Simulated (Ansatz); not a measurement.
## Dielectric function and optical constants of CsPbCl3

What colour and refractive index does CsPbCl3 have at this level of theory?

Method: DFT, PBEsol, plane-wave PAW, default files, scalar-relativistic, independent-particle optical response without local fields, in Ansatz 0.2.0.

**1. Starting point**

Symmetry: Pm-3m, No. 221, cubic system. The conventional cell has a = 5.605 Å, b = 5.605 Å, c = 5.605 Å, α = 90.00°, β = 90.00°, γ = 90.00°. Nearest to Pb lie 6 Cl at 2.80 Å. Nearest to Cs lie 12 Cl at 3.96 Å. Nearest to Cl lie 2 Pb at 2.80 Å and 4 Cs at 3.96 Å. Farther neighbours and most contacts between anions are not listed.

Coordinates:

```cif
data_structure
_symmetry_space_group_name_H-M 'Pm-3m'
_symmetry_Int_Tables_number 221
_cell_length_a 5.6050
_cell_length_b 5.6050
_cell_length_c 5.6050
_cell_angle_alpha 90.000
_cell_angle_beta 90.000
_cell_angle_gamma 90.000
_cell_volume 176.09
loop_
_atom_site_label
_atom_site_type_symbol
_atom_site_symmetry_multiplicity
_atom_site_Wyckoff_symbol
_atom_site_fract_x
_atom_site_fract_y
_atom_site_fract_z
_atom_site_occupancy
Pb1 Pb 1 b 0.50000 0.50000 0.50000 1
Cs1 Cs 1 a 0.00000 0.00000 0.00000 1
Cl1 Cl 3 c 0.50000 0.00000 0.50000 1
```

**2. Ground state and bands**

The self-consistent density comes first; it also tells whether there is a gap, which decides the occupations and the need for a Drude term.

This step: DFT, PBEsol, plane-wave PAW, default files, scalar-relativistic, ground state (Ansatz 0.2.0).

File input.yaml:

```yaml
crystal:
  lattice:
    - [5.605, 0.0, 0.0]
    - [0.0, 5.605, 0.0]
    - [0.0, 0.0, 5.605]
  atoms:
    - { symbol: Pb, position: [0.5, 0.5, 0.5] }
    - { symbol: Cs, position: [0.0, 0.0, 0.0] }
    - { symbol: Cl, position: [0.5, 0.0, 0.5] }
    - { symbol: Cl, position: [0.0, 0.5, 0.5] }
    - { symbol: Cl, position: [0.5, 0.5, 0.0] }
kpoints:
  mp_grid: { grid: [5, 5, 5] }
  band_path:
    path:
      - [[0.0, 0.0, 0.0], [0.0, 0.5, 0.0], [0.5, 0.5, 0.0], [0.0, 0.0, 0.0], [0.5, 0.5, 0.5], [0.0, 0.5, 0.0]]
      - [[0.5, 0.5, 0.0], [0.5, 0.5, 0.5]]
    npoints: 8
scf:
  occupations: { method: fermi_dirac, width: 0.05 }
  n_extra_bands: 9
hamiltonian:
  xc: pbesol
  pseudopotentials: { kind: paw }
output:
  forces: true
  stress: true
  populations: true
  write_bands: true
```

The run is started by

```bash
$ ansatz run input.yaml --threads 4 --pin off --max-ram 8192MiB --backend cpu --events-out ev --progress --plain --runs-dir out
```

Numbers of over 12 decimals in the logs are rounded to 6 here.

The program printed:

```text
scf.n_extra_bands = 9 over 22 filled bands (N_el = 44.0): the run solves 31 bands
Engine: ansatz 0.2.0, x86_64-unknown-linux-gnu
Pseudopotentials: kind: paw
Pseudopotential: Pb, paw, valence charge 14, recommended cutoff 420 eV (normal), Pb.paw.azcp
Pseudopotential: Cs, paw, valence charge 9, recommended cutoff 420 eV (normal), Cs.paw.azcp
Pseudopotential: Cl, paw, valence charge 7, recommended cutoff 420 eV (normal), Cl.paw.azcp
Functional definition: PBEsol
  exchange = pbesol_x
  correlation = pbesol_c
Crystal: 5 atoms, lattice volume = 176.087 Å³
Basis set: ecut = 420 eV, 3407 PW (Γ), exchange–correlation on 80×80×80 points (8 copies of the dense FFT grid, shifted against one another)
Bands: 31, of which v1, the nominal top of the filled ones, is band 22 counted from 1 (21 counted from 0)
Symmetry: 48 space group operations
Space group: Pm-3m (ITA 221), of the structure as read, at distance tolerance 5.6e-5 Å
k-points: 10 of 125
Non-local potential: Pb, projectors of the file, l = 0: 2, l = 1: 2, l = 2: 2, l = 3: 2
Non-local potential: Cs, projectors of the file, l = 0: 3, l = 1: 2, l = 2: 2, l = 3: 2
Non-local potential: Cl, projectors of the file, l = 0: 2, l = 1: 2, l = 2: 2
PAW form: soft (Blöchl's): semilocal exchange-correlation on the pseudo side does not see the compensation charge
PAW frozen core: Pb, regenerated for the run's functional, and the local potential with it (the file was generated under x = pbe(κ = 0.804, μ = 0.219515), c = pbe(β = 0.066725))
PAW frozen core: Cs, regenerated for the run's functional, and the local potential with it (the file was generated under x = pbe(κ = 0.804, μ = 0.219515), c = pbe(β = 0.066725))
PAW frozen core: Cl, regenerated for the run's functional, and the local potential with it (the file was generated under x = pbe(κ = 0.804, μ = 0.219515), c = pbe(β = 0.066725))
PAW one-centre angular grid: Pb, 590 points (default); XC on 64 Gauss nodes
PAW one-centre angular grid: Cs, 194 points (default); XC on 64 Gauss nodes
PAW one-centre angular grid: Cl, 110 points (default); XC on 64 Gauss nodes
Initial density: superposition of atomic densities (neutral atoms: chi_scale 0, normalization atom), corrected by the library's trained network
Initial wavefunctions: pseudopotential atomic-orbital guess
Functional: x = pbesol(κ = 0.804, μ = 0.123457), c = pbesol(β = 0.046)
SCF iter   1: F=—  HF=-20530.642065 eV  |F-HF|=—  |Δ(HF+E_count)|=         —  Δρ=3.27e-3  dr2=2.94e-2  ethr=1.77e-3  ⟨swp⟩=8.6  Hψ=1779  notcnv=0  defer=5
preconditioner: auto → Resta (q_TF=auto, 2.165 Å⁻¹)  ε∞=2.7  [insulator: Δε(μ)=2.810 eV  Ē_g=13.861 eV  σ=0.050 eV  W_gap=1.00  n_scr=26 (ndim 8)  ℏωp=18.1 eV  f_vac=0.062  D(μ)=0.00/eV (n_scr^D=0)  ε∞_Penn≈2.7]
SCF iter   2: F=—  HF=-20530.632362 eV  |F-HF|=—  |Δ(HF+E_count)|=   9.70e-3  Δρ=1.05e-3  dr2=2.18e-3  ethr=6.69e-5  ⟨swp⟩=2.0  Hψ=501  notcnv=0  defer=14
SCF iter   3: F=—  HF=-20530.632021 eV  |F-HF|=—  |Δ(HF+E_count)|=   3.41e-4  Δρ=3.66e-4  dr2=1.80e-4  ethr=4.96e-6  ⟨swp⟩=2.0  Hψ=465  notcnv=0  defer=14
SCF iter   4: F=—  HF=-20530.632085 eV  |F-HF|=—  |Δ(HF+E_count)|=   6.41e-5  Δρ=9.06e-5  dr2=1.43e-5  ethr=4.10e-7  ⟨swp⟩=2.2  Hψ=488  notcnv=0  defer=14
SCF iter   5: F=—  HF=-20530.632083 eV  |F-HF|=—  |Δ(HF+E_count)|=   1.88e-6  Δρ=1.61e-5  dr2=4.07e-7  ethr=3.25e-8  ⟨swp⟩=2.0  Hψ=409  notcnv=0  defer=14
SCF iter   6: F=-20530.632084 eV  HF=-20530.632084 eV  |F-HF|=7.49e-9  |Δ(HF+E_count)|=   1.10e-6  Δρ=1.90e-6  dr2=7.75e-9  ethr=2.27e-10  ⟨swp⟩=10.3  Hψ=1671  notcnv=0
SCF 1 converged in 6 iterations: F = -20530.632084 eV  dr2 = 7.75e-9
  greatest PAW one-centre occupation: 0.982 electrons in one spin orbital (limit 2), on the Pb atom at site 0 (counted from 0), in its partial waves of l = 2
NSCF: frozen V_eff on 50 k-points
SCF converged after 6 iterations
Free energy (F): -20530.632084 eV
Harris-Foulkes:  -20530.632084 eV  (|F-HF|=7.49e-9)
Internal energy: -20530.632084 eV  (E = F + TS)
E sigma→0 (E₀):  -20530.632084 eV
Fermi energy:    4.804996 eV
--- Per-component energies (eV) ---
  E_band       = -237.657468
  E_kinetic    = 911.470732
  E_local      = -2669.402595  (includes V_loc(G=0)·N_el)
  E_nonlocal   = 470.246568
  E_hartree    = 1008.481913
  E_xc         = -710.424995
  E_vxc        = -623.626616  (∫ρ·V_xc dr)
  E_paw        = -17161.246302  (= ΣΔE_a)
  E_vpaw       = -343.309906  (= ΣTr[D̂ρ^β])
  E_aug_tail   = 0.000326  (compensation charges beyond the density's cutoff)
  E_ewald      = -2380.199303
  E_core_change = 0.441573  (= ΣΔE_core)
  E_smearing   = -0.000000  (= −TS)
  E_closure    = -0.000000  (closes the sum)
  Σ components = -20530.632084   (vs F -20530.632084, Δ=0.00e0)
--- Forces (eV/Å), atoms counted from 1 ---
  atom   1  Pb    -0.00000000    -0.00000000     0.00000000
  atom   2  Cs    -0.00000000     0.00000000    -0.00000000
  atom   3  Cl    -0.00000000    -0.00000000     0.00000000
  atom   4  Cl     0.00000000     0.00000000    -0.00000000
  atom   5  Cl    -0.00000000    -0.00000000    -0.00000000
  max |Σ_I F_I| component: 3.31e-29 eV/Å
--- Stress (GPa, compression-positive) ---
        0.142201       0.000000       0.000000
        0.000000       0.142201       0.000000
        0.000000       0.000000       0.142201
  P = ⅓ Tr σ = 0.1422 GPa (1.422 kbar)
--- Band table (eV; the first three rows and the last of 10) ---
  k-point 0: bands = [... 18 lower, 1.3749, 1.4838, 1.4838, 1.4838, 7.2240, 8.2166, 8.2166, 9.1068, ... 5 higher]
  k-point 1: bands = [... 18 lower, 1.3396, 1.4451, 1.4451, 1.5111, 7.5871, 8.4761, 8.4936, 9.1174, ... 5 higher]
  k-point 2: bands = [... 18 lower, 1.2827, 1.3820, 1.3820, 2.1003, 7.2529, 8.4727, 9.0360, 9.2307, ... 5 higher]
  k-point 9: bands = [... 18 lower, 1.7309, 1.7309, 1.7659, 3.3955, 6.2500, 6.2500, 6.4292, 9.1042, ... 5 higher]
--- Löwdin populations: 5 sites ---
  site symbol       q [e]
     0     Pb     13.3115
     1     Cs      8.1975
     2     Cl      7.4490
     3     Cl      7.4490
     4     Cl      7.4490
  spilling = 0.003272 (of n_electrons = 44.000000)
```

Run time: 5.5 s. Hardware: 4 threads of Intel Xeon at 2.50GHz (Skylake/Cascade Lake), shared host; peak memory 0.54 GiB; 18 s of CPU time.

Numbers from this step:

| Quantity | Value |
| --- | --- |
| free energy | -20530.6321 eV |
| Fermi energy | 4.805 eV |
| gap by band count | 2.854 eV |
| electrons | 44 |
| symmetry operations | 48 |
| pressure | 0.1422 GPa |
| gap on the k-mesh | 2.854 eV |
| volume | 176.1 Å³ |
| gap on the path | 1.802 eV |
| least direct gap on the path | 1.802 eV |

There is a gap, 1.80 eV on the path, so no carriers' term is needed. The cell is left with a pressure of 0.1 GPa, as it stands unrelaxed at this level.

The electronic bands at the labelled points (eV, zero at the Fermi level; v1 is the highest filled band, c1 the lowest empty one):

| point | v4 | v3 | v2 | v1 | c1 | c2 | c3 | c4 |
| --- | --- | --- | --- | --- | --- | --- | --- | --- |
| Γ | -3.43 | -3.32 | -3.32 | -3.32 | 2.42 | 3.41 | 3.41 | 4.30 |
| halfway | -3.48 | -3.38 | -3.38 | -3.23 | 2.94 | 3.75 | 3.82 | 3.97 |
| X | -3.53 | -3.43 | -3.43 | -2.48 | 2.13 | 3.80 | 4.34 | 4.45 |
| halfway | -3.52 | -3.44 | -3.19 | -2.25 | 1.87 | 3.19 | 4.22 | 4.27 |
| M | -3.62 | -3.55 | -3.00 | -1.61 | 1.62 | 1.62 | 4.03 | 4.52 |
| halfway | -3.45 | -3.42 | -3.22 | -3.06 | 3.19 | 3.37 | 3.74 | 4.18 |
| Γ | -3.43 | -3.32 | -3.32 | -3.32 | 2.42 | 3.41 | 3.41 | 4.30 |
| halfway | -3.24 | -3.24 | -3.22 | -2.91 | 3.02 | 3.02 | 3.09 | 3.99 |
| R | -2.99 | -2.99 | -2.99 | -0.79 | 1.02 | 1.02 | 1.02 | 4.19 |
| halfway | -3.28 | -3.25 | -3.15 | -2.06 | 1.59 | 2.78 | 2.94 | 4.32 |
| X | -3.53 | -3.43 | -3.43 | -2.48 | 2.13 | 3.80 | 4.34 | 4.45 |
| jump to M | -3.62 | -3.55 | -3.00 | -1.61 | 1.62 | 1.62 | 4.03 | 4.52 |
| halfway | -3.23 | -3.23 | -3.00 | -1.41 | 1.31 | 1.31 | 2.60 | 4.55 |
| R | -2.99 | -2.99 | -2.99 | -0.79 | 1.02 | 1.02 | 1.02 | 4.19 |

**3. Spectrum**

With the density converged, the vertical transitions are summed over the zone.

This step: DFT, PBEsol, plane-wave PAW, default files, scalar-relativistic, independent-particle optical response without local fields (Ansatz 0.2.0).

input.yaml, the sections that differ from step 2:

```yaml
kpoints:
  mp_grid: { grid: [5, 5, 5] }
scf:
  occupations: { method: fixed }
output:
  optics:
    e_range: [0, 14]
    de: 0.05
    sigma: 0.1
    nscf_kmesh: { grid: [4, 4, 4] }
    bands: { spectra_wanted_up_to: 14 }
# crystal, hamiltonian: as in step 2
```

The program printed:

```text
[...]
Crystal: 5 atoms, lattice volume = 176.087 Å³
Basis set: ecut = 420 eV, 3407 PW (Γ)
Bands: 27, of which v1, the nominal top of the filled ones, is band 22 counted from 1 (21 counted from 0)
[... 1 set-up line as in the run before ...]
[...]
k-points: 10 of 125
[...]
SCF iter   1: F=—  HF=-20530.641970 eV  |F-HF|=—  |Δ(HF+E_count)|=         —  Δρ=3.30e-3  dr2=3.00e-2  ethr=1.77e-3  ⟨swp⟩=5.1  Hψ=1125  notcnv=0  defer=20
[...]
SCF iter   9: F=-20530.632134 eV  HF=-20530.632134 eV  |F-HF|=3.64e-12  |Δ(HF+E_count)|=  1.46e-11  Δρ=2.34e-8  dr2=8.90e-13  ethr=1.00e-12  ⟨swp⟩=10.9  Hψ=1326  notcnv=0
SCF 1 converged in 9 iterations: F = -20530.632134 eV  dr2 = 8.90e-13
[...]
NSCF: frozen V_eff on 10 k-points
output.optics: what the bands over the 72 summed would add to eps1, eps2 and the energy-loss function is held between a lower and an upper bound (6 Lanczos steps). eps1, eps2 and their loss function (loss_summed_bands) are given on every row as the summed bands alone make them. Along an axis, on a row where the two bounds hold the loss function to about 1 % of the greater of itself and 0.5 % of |1/eps|, its cell (loss_completed) is given, with the completed eps1 and eps2 that it is formed of (a cell that is left empty reads nan in the table and null in the record). The two bounds hold it so along every axis on all 281 rows up to 14.000 eV. [rest of the remark cut]
SCF converged after 9 iterations
Free energy (F): -20530.632134 eV
[...]
Internal energy: -20530.632134 eV  (E = F + TS)
E sigma→0 (E₀):  -20530.632134 eV
Fermi energy:    3.395484 eV
[...]
--- Band table (eV; the first three rows and the last of 10) ---
  k-point 0: bands = [... 18 lower, 1.3750, 1.4839, 1.4839, 1.4839, 7.2243, 8.2171, 8.2171, 9.1068, ... 1 higher]
  k-point 1: bands = [... 18 lower, 1.3396, 1.4451, 1.4451, 1.5111, 7.5873, 8.4765, 8.4940, 9.1174, ... 1 higher]
  k-point 2: bands = [... 18 lower, 1.2827, 1.3820, 1.3820, 2.1003, 7.2528, 8.4730, 9.0364, 9.2311, ... 1 higher]
  k-point 9: bands = [... 18 lower, 1.7309, 1.7309, 1.7659, 3.3955, 6.2499, 6.2499, 6.4292, 9.1041, ... 1 higher]
```

Run time: 23 s. Hardware: 4 threads; peak memory 1 GiB; 83 s of CPU time.

This step gave:

- electronic dielectric constant ε∞, mean over x, y and z (by symmetry where fewer were run): 4.450
- absorption onset, first axis (α over 10⁴ cm⁻¹, or the direct gap if that lies higher): 1.838 eV
- main peak of Im epsilon, first axis: 7.884 eV
- photocurrent from vertical transitions in a film 500 nm thick on a perfect mirror (two passes), AM1.5G, no front reflection, all carriers collected: 18.22 mA/cm²
- least direct gap on the mesh: 1.802 eV
- bands summed: 72
- spectra valid up to: 19.62 eV
- program's estimate of the k-sum error in Im epsilon: 0.26 %
- electrons in the f-sum: 32.72

The Im ε, any direction has structure finer than the step of the table below, so its rows give means over 0.5 eV, whole bins alone (the curve runs from 0 to 14 eV). Peaks (eV: height): 4.60: 3.85, 7.10: 2.58, 7.90: 4.17, 10.85: 3.75, 12.05: 2.46, 13.25: 3.47, 13.75: 3.53.

The Im ε, any direction by photon energy; means over each step:

| photon energy (eV) | Im ε, any direction |
| --- | --- |
| 1.0 | 0 |
| 1.5 | 0.00497 |
| 2.0 | 0.559 |
| 2.5 | 1.25 |
| 3.0 | 2.30 |
| 3.5 | 3.38 |
| 4.0 | 3.31 |
| 4.5 | 3.68 |
| 5.0 | 3.52 |
| 5.5 | 2.91 |
| 6.0 | 2.50 |
| 6.5 | 2.17 |
| 7.0 | 2.25 |
| 7.5 | 2.28 |
| 8.0 | 3.65 |
| 8.5 | 2.64 |
| 9.0 | 2.07 |
| 9.5 | 1.51 |
| 10.0 | 1.76 |
| 10.5 | 2.53 |
| 11.0 | 3.00 |
| 11.5 | 1.95 |
| 12.0 | 2.24 |
| 12.5 | 2.19 |
| 13.0 | 2.67 |
| 13.5 | 3.04 |

Table of Re ε, any direction by photon energy:

| photon energy (eV) | Re ε, any direction |
| --- | --- |
| 0.0 | 4.45 |
| 0.5 | 4.49 |
| 1.0 | 4.63 |
| 1.5 | 4.96 |
| 2.0 | 5.62 |
| 2.5 | 5.71 |
| 3.0 | 6.00 |
| 3.5 | 4.61 |
| 4.0 | 4.17 |
| 4.5 | 3.53 |
| 5.0 | 2.89 |
| 5.5 | 1.79 |
| 6.0 | 2.19 |
| 6.5 | 1.59 |
| 7.0 | 2.65 |
| 7.5 | 2.69 |
| 8.0 | 1.46 |
| 8.5 | 0.657 |
| 9.0 | 0.869 |
| 9.5 | 1.60 |
| 10.0 | 1.74 |
| 10.5 | 2.64 |
| 11.0 | 0.304 |
| 11.5 | 1.13 |
| 12.0 | 1.26 |
| 12.5 | 1.50 |
| 13.0 | 1.40 |
| 13.5 | 0.714 |
| 14.0 | 0.0987 |

Table of refractive index n and extinction k by photon energy:

| photon energy (eV) | n | k |
| --- | --- | --- |
| 0.0 | 2.11 | 0 |
| 0.5 | 2.12 | 0 |
| 1.0 | 2.15 | 0 |
| 1.5 | 2.23 | 0 |
| 2.0 | 2.37 | 0.128 |
| 2.5 | 2.40 | 0.256 |
| 3.0 | 2.49 | 0.438 |
| 3.5 | 2.27 | 0.744 |
| 4.0 | 2.17 | 0.748 |
| 4.5 | 2.08 | 0.895 |
| 5.0 | 1.92 | 0.888 |
| 5.5 | 1.60 | 0.886 |
| 6.0 | 1.66 | 0.747 |
| 6.5 | 1.47 | 0.756 |
| 7.0 | 1.77 | 0.693 |
| 7.5 | 1.74 | 0.589 |
| 8.0 | 1.66 | 1.14 |
| 8.5 | 1.29 | 0.999 |
| 9.0 | 1.26 | 0.842 |
| 9.5 | 1.36 | 0.503 |
| 10.0 | 1.45 | 0.601 |
| 10.5 | 1.76 | 0.687 |
| 11.0 | 1.32 | 1.20 |
| 11.5 | 1.30 | 0.746 |
| 12.0 | 1.41 | 0.856 |
| 12.5 | 1.44 | 0.756 |
| 13.0 | 1.48 | 0.878 |
| 13.5 | 1.32 | 1.02 |
| 14.0 | 1.19 | 1.15 |

The reflectivity at normal incidence, any direction has structure finer than the step of the table below, so its rows give means over 0.5 eV, whole bins alone (the curve runs from 0 to 14 eV). Peaks (eV: height): 3.25: 21.0, 7.10: 13.6, 7.90: 21.3, 10.95: 22.7, 12.10: 14.7, 13.30: 21.7, 13.85: 25.5.

Table of reflectivity at normal incidence, any direction by photon energy; means over each step:

| photon energy (eV) | reflectivity at normal incidence, any direction (%) |
| --- | --- |
| 0.5 | 12.9 |
| 1.0 | 13.4 |
| 1.5 | 14.6 |
| 2.0 | 16.6 |
| 2.5 | 17.5 |
| 3.0 | 19.6 |
| 3.5 | 19.5 |
| 4.0 | 18.3 |
| 4.5 | 19.0 |
| 5.0 | 18.1 |
| 5.5 | 15.4 |
| 6.0 | 13.1 |
| 6.5 | 11.5 |
| 7.0 | 12.2 |
| 7.5 | 12.5 |
| 8.0 | 19.7 |
| 8.5 | 16.4 |
| 9.0 | 12.6 |
| 9.5 | 7.68 |
| 10.0 | 9.03 |
| 10.5 | 13.4 |
| 11.0 | 19.7 |
| 11.5 | 11.4 |
| 12.0 | 13.1 |
| 12.5 | 12.1 |
| 13.0 | 14.9 |
| 13.5 | 19.7 |

The loss function −Im 1/ε at q → 0, any direction has structure finer than the step of the table below, so its rows give means over 0.5 eV, whole bins alone (the curve runs from 0 to 14 eV). Peaks (eV: height): 6.55: 0.300, 7.25: 0.235, 9.25: 0.451, 11.25: 0.462, 12.25: 0.411, 13.45: 0.353.

Table of loss function −Im 1/ε at q → 0, any direction by energy loss; means over each step:

| energy loss (eV) | loss function −Im 1/ε at q → 0, any direction |
| --- | --- |
| 1.0 | 0 |
| 1.5 | 1.8e-4 |
| 2.0 | 0.0175 |
| 2.5 | 0.0361 |
| 3.0 | 0.0558 |
| 3.5 | 0.101 |
| 4.0 | 0.118 |
| 4.5 | 0.146 |
| 5.0 | 0.177 |
| 5.5 | 0.242 |
| 6.0 | 0.229 |
| 6.5 | 0.260 |
| 7.0 | 0.197 |
| 7.5 | 0.180 |
| 8.0 | 0.223 |
| 8.5 | 0.341 |
| 9.0 | 0.398 |
| 9.5 | 0.336 |
| 10.0 | 0.272 |
| 10.5 | 0.202 |
| 11.0 | 0.330 |
| 11.5 | 0.391 |
| 12.0 | 0.352 |
| 12.5 | 0.332 |
| 13.0 | 0.297 |
| 13.5 | 0.313 |

From ε follow the optical constants at some laser and lamp lines:

| wavelength (nm) | n | k | R (%) | 1/α |
| --- | --- | --- | --- | --- |
| 1550 | 2.14 | 0.000 | 13.1 | over 1 mm |
| 1064 | 2.17 | 0.000 | 13.6 | over 1 mm |
| 800 | 2.24 | 0.000 | 14.6 | over 1 mm |
| 450 | 2.44 | 0.332 | 18.3 | 108 nm |
| 405 | 2.50 | 0.480 | 19.9 | 67 nm |
| 365 | 2.33 | 0.745 | 20.0 | 39 nm |
| 193 | 1.54 | 0.816 | 13.5 | 19 nm |

Through 1 µm of it, D65 light comes out red, dark (x = 0.629, y = 0.365; 2 % transmitted). A larger true gap would move the edge to shorter wavelengths and change the colour.

The f-sum over the summed bands holds 32.7 of the cell's 44 electrons outside the frozen cores. Up to 14 eV the strength has a mean oscillator energy of 7.1 eV, close to the main peak.

**4. What came out**

| Item | Value |
| --- | --- |
| gap on the path | 1.80 eV |
| least direct gap on the path | 1.80 eV |
| electronic dielectric constant ε∞, mean over x, y and z (by symmetry where fewer were run) (independent particles) | 4.45 |
| absorption onset, first axis (α over 10⁴ cm⁻¹, or the direct gap if that lies higher) | 1.84 eV |
| main peak of Im epsilon, first axis | 7.88 eV |
| photocurrent from vertical transitions in a film 500 nm thick on a perfect mirror (two passes), AM1.5G, no front reflection, all carriers collected | 18.2 mA/cm² |

At this level (PBEsol, independent particles) CsPbCl3 has ε∞ = 4.45 and n = 2.14 at 1550 nm; absorption sets in near 1.8 eV, and Im ε peaks at 7.9 eV. The gap on the path is direct, 1.80 eV. The absorption coefficient passes 10⁴ cm⁻¹ at 1.84 eV, inside the visible range. Distinct maxima of Im ε, read by a parabola through the highest points, lie at 4.59 eV (3.8), 5.18 eV (3.8), 7.88 eV (4.2) and 10.86 eV (3.8). The f-sum over the summed bands holds 32.7 of the cell's 44 electrons outside the frozen cores. Up to 14 eV the strength has a mean oscillator energy of 7.1 eV, close to the main peak. Through 1 µm of it, D65 light comes out red, dark (x = 0.629, y = 0.365; 2 % transmitted). A larger true gap would move the edge to shorter wavelengths and change the colour. Excitons and phonon-assisted transitions are missing, and so are local fields; PBEsol gaps are as a rule too small, which pulls the onset down and ε∞ up, while the missing spin-orbit coupling works the other way with such heavy atoms. In the base run ε includes the program's bounded estimate of what the bands above those summed add. Spin-orbit coupling is left out although heavy atoms are present.

[Logs are printed without paths, hosts, clocks, repeated set-up lines and the standing remarks that a program may print on its own settings, such as how far it seeks lower states.]

[Hosts, paths, dates, database ids (printed as entryN), source tags and the programs' standing remarks are cut or masked in the printed files.]
